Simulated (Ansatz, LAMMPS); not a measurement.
# Squeezing and shearing glassy 48SiO2-24B2O3-14Na2O-14MgO (mol %) (97 atoms): runs compared

How stiff is glassy 48SiO2-24B2O3-14Na2O-14MgO (mol %) (97 atoms), and how do its levels respond to strain?

Computed with Ansatz 0.2.0: Kohn-Sham DFT, LDA, PAW (set soft_2), plane waves.

## (1) The cell as built

The cell holds 97 atoms: 14 Si, 14 B, 8 Na, 4 Mg and 57 O. Cell: a = 10.570 Å, b = 10.570 Å, c = 10.570 Å, α = 90.0°, β = 90.0°, γ = 90.0°. 97 atoms (14 Si, 14 B, 8 Na, 4 Mg, 57 O) placed at random at 2.27 g/cm³, melted at 3000 K for 20 ps at fixed volume with the Buckingham and Coulomb pair potential of Guillot and Sator (Geochim. Cosmochim. Acta 71, 1249 (2007)) with the boron terms of Wang et al. (J. Non-Cryst. Solids 498, 294 (2018)). Quenched from 3000 K to 300 K at 50 K/ps and fixed volume, held 10 ps at zero pressure.

Limits known from the start: The quench rate of 50 K/ps is orders of magnitude faster than experiment, which tends to freeze in extra defects. The network of bonds at the start is that of the classical potential that made the cell, and needn't be the one that DFT or experiment would give. Only the Γ point is sampled.

## (2) The reference run

The reference is a single point at the end of the relaxation.

Every strained cell starts from the geometry of this run, and its atoms are relaxed with the cell held.

Its input, with most atom lines left out:

```yaml
crystal:
  lattice:
    - [10.43727, 0.05754, 0.34019]
    - [0.05754, 10.25526, 0.00832]
    - [0.34019, 0.00832, 10.46761]
  atoms:
    - { symbol: Si, position: [0.51974, 0.74509, 0.62707] }
    - { symbol: Si, position: [0.47707, 0.46305, 0.72192] }
    - { symbol: Si, position: [0.29179, 0.86333, 0.48363] }
    - { symbol: Si, position: [0.24372, 0.91508, 0.03223] }
    - { symbol: Si, position: [0.44392, 0.25707, 0.17391] }
    - { symbol: Si, position: [0.42736, 0.05986, 0.87238] }
    - { symbol: Si, position: [0.14017, 0.29553, 0.38025] }
    [... atom lines 8 to 97 left out ...]
kpoints:
  mp_grid: { grid: [1, 1, 1] }
hamiltonian:
  xc: lda
scf:
  occupations: { method: fermi_dirac, width: 0.025 }
output:
  forces: true
  stress: true
  populations: true
  dos:
    method: { smearing: { sigma: 0.08 } }
    de: 0.1
    projected: { site_lists: { B: [B], Mg: [Mg], Na: [Na], O: [O], Si: [Si] } }
  eigenvalues: true
  write_density: true
  write_potential: true
  volumetric_format: npy
  elf: true
```

```
free energy per atom   : -636.1835 eV/atom
r.m.s. force component : 0.00578 eV/Å
pressure               : -0.01235 GPa
```

Filled and empty levels are parted by 3.62 eV (at Γ alone); a local or semilocal functional tends to put such gaps too low. In a disordered cell it changes from sample to sample, and tail or defect levels can set it.

## (3) The runs

Each row is one run, on 4 threads of Intel Xeon Platinum 8375C at 2.90GHz (Ice Lake), shared host. The free energy is the program's total, comparable only between runs with the same functional, potentials and atoms.

```csv
run,atoms,outcome,"ionic steps, all passes",free energy (eV),time,host memory (GiB)
Single point at the start,97,converged,-,-61700.302,7.8 s,1.5
Cell and atoms relaxed,97,converged,37,-61709.798,5 min,1.5
Single point at the relaxed geometry,97,converged,-,-61709.798,11 s,1.5
Volume -3 %,97,converged,9,-61709.655,62 s,1.5
Volume +3 %,97,converged,8,-61709.675,78 s,1.5
Volume -6 %,97,converged,22,-61709.422,2.8 min,1.5
Volume +6 %,97,converged,15,-61709.328,2 min,1.5
Volume -10 %,97,converged,38,-61709.025,4.7 min,1.5
Stretched by 1 % along x,97,converged,5,-61709.760,36 s,1.5
Compressed by 1 % along x,97,converged,5,-61709.765,36 s,1.5
Sheared by 2 % in xy,97,converged,5,-61709.746,39 s,1.5
```

In some runs the program notes that the SCF threshold is loose for the stress.

## (4) Pressure against volume

Atoms are relaxed at each volume, in the scaled cell.

```csv
volume change (%),volume (Å³/atom),energy change (meV/atom),pressure (GPa),largest move on relaxing (Å),bonds,gap (eV)
-10,10.384,7.96,2.62,1.34,175,3.63
-6,10.846,3.87,2.42,0.60,163,3.66
-3,11.192,1.47,1.37,0.28,160,3.66
+0,11.538,0.00,-0.01,-,159,3.62
+3,11.884,1.27,-1.26,0.26,159,3.62
+6,12.230,4.84,-2.12,0.58,161,3.61
```

## (5) Uniaxial strain and shear

Stress (GPa, compression positive) less that of the relaxed cell, atoms relaxed:

```csv
strain,xx,yy,zz,xy,energy change (meV/atom)
stretched by 1 % along x,-1.004,-0.189,-0.275,-0.006,0.39
compressed by 1 % along x,1.034,0.218,0.321,-0.022,0.34
sheared by 2 % in xy,0.022,-0.081,-0.027,-0.635,0.54
```

## (6) Findings

The bulk modulus, from the slope of pressure against ln V over the three points nearest the relaxed volume, is 43.8 GPa; between neighbouring points the slope runs 4.6, 33, 45, 42 and 30 GPa from the smallest volume up, without a steady fall, so no pressure derivative is given, and the cell yields more easily when compressed beyond -6 %. The count of bonds runs from 159 to 175 over the series, so at some points contacts cross the cutoffs. At -10 %, -6 % and +6 % some atom moved by over 0.5 Å on relaxing, so those points may sit in another local minimum. The gap goes from 3.63 eV at the smallest volume to 3.61 eV at the largest, not monotonically (lowest 3.61, highest 3.66 eV), on the run's k-points. In the Cartesian axes of the cell, finite differences give C11 = 102, C12 = 20.3, C13 = 29.8 and C66 = 31.8 GPa (the shear of 2 % is the engineering strain, εxy = 0.01). The mean of C11, C12 and C13, which equals the bulk modulus in a cubic or isotropic solid, is 50.7 GPa: it lies 16 % over the bulk modulus from the volumes. For an isotropic solid C66 would equal (C11 − C12)/2 = 40.8 GPa; so small a sample needn't be isotropic, and C66 rests on one shear. With the bulk modulus and C66 as K and G, Young's modulus would be about 77 GPa and Poisson's ratio 0.21.

**Limits.** Strains are finite and relaxations stop at the force tolerance of the input, which can leave moduli too stiff; they are those of a static cell at zero temperature. Volumes are changed with the cell's shape held, so in an anisotropic solid the modulus lies over the one under free hydrostatic load. The program notes that the SCF threshold of the relaxations is loose for the stress.

The DFT runs together took 19 min of wall time.

[Logs are printed without paths, hosts, clocks, repeated set-up lines and the standing remarks that a program may print on its own settings, such as how far it seeks lower states.]

[Hosts, paths, dates, database ids (printed as entryN), source tags and the programs' standing remarks are cut or masked in the printed files.]
